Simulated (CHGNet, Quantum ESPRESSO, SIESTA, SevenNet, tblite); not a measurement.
# Bulk modulus two ways: a static frame of glassy nearly rigid carbon from 5000 K (123 atoms), tblite GFN1-xTB

The cell holds 123 atoms (123 C). Recipe: 123 atoms (123 C) placed at random at 1.8 g/cm³, melted at 6000 K for 10 ps at fixed volume with the LCBOP (Los and Fasolino, Phys. Rev. B 68, 024107 (2003)). Snapshot at the end of a hold of 5 ps at 5000 K and fixed volume. Then the atoms were relaxed with SevenNet 0 in the fixed cell.

Calculated with tblite 0.8.0: tblite GFN1-xTB, tight binding with its own dispersion term; k-points Γ. The cell is scaled evenly by ±3 % in volume, and SevenNet 0 relaxes the atoms at each volume before the single point.

```
volume (Å³/atom)  energy less the middle row's (meV/atom)  pressure (GPa)
          10.742                                  -19.428          -8.008
          11.074                                    0.000         -12.693
          11.406                                   28.900         -16.751
```

**Question.** Find the bulk modulus at the middle volume from the pressures and from the energies, and check the printed pressure against the slope of the energy (1 meV/Å³ = 0.16022 GPa).

**Working.**

The step is h = 0.3322 Å³. From pressures: B = −V dP/dV = 11.074 × (-8.008 − (-16.751)) / (2 × 0.3322) = 146 GPa.

From energies: B = V d²E/dV² = 11.074 × (-19.428 + (28.900)) / 0.3322² = 950.4 meV/Å³ = 152 GPa.

Slope: P = −dE/dV = −(28.900 − (-19.428)) / (2 × 0.3322) = -72.7 meV/Å³ = -11.65 GPa, against -12.69 GPa printed.

The two moduli agree within 4 %.

A central difference over ±3 % overstates P by about B(1 + B′)(0.03)²/6, some 0.11 GPa for B′ = 4, which is small against the gap found. The atoms follow SevenNet 0, so this level's forces do work along the path, which enters the energies but not the printed pressures.

Limits: three points, a static cell at zero temperature, the cell shape held; the modulus is that at -12.7 GPa, not at zero pressure.

[Logs are printed without paths, hosts, clocks, repeated set-up lines and the standing remarks that a program may print on its own settings, such as how far it seeks lower states.]

[Hosts, paths, dates, database ids (printed as entryN), source tags and the programs' standing remarks are cut or masked in the printed files.]
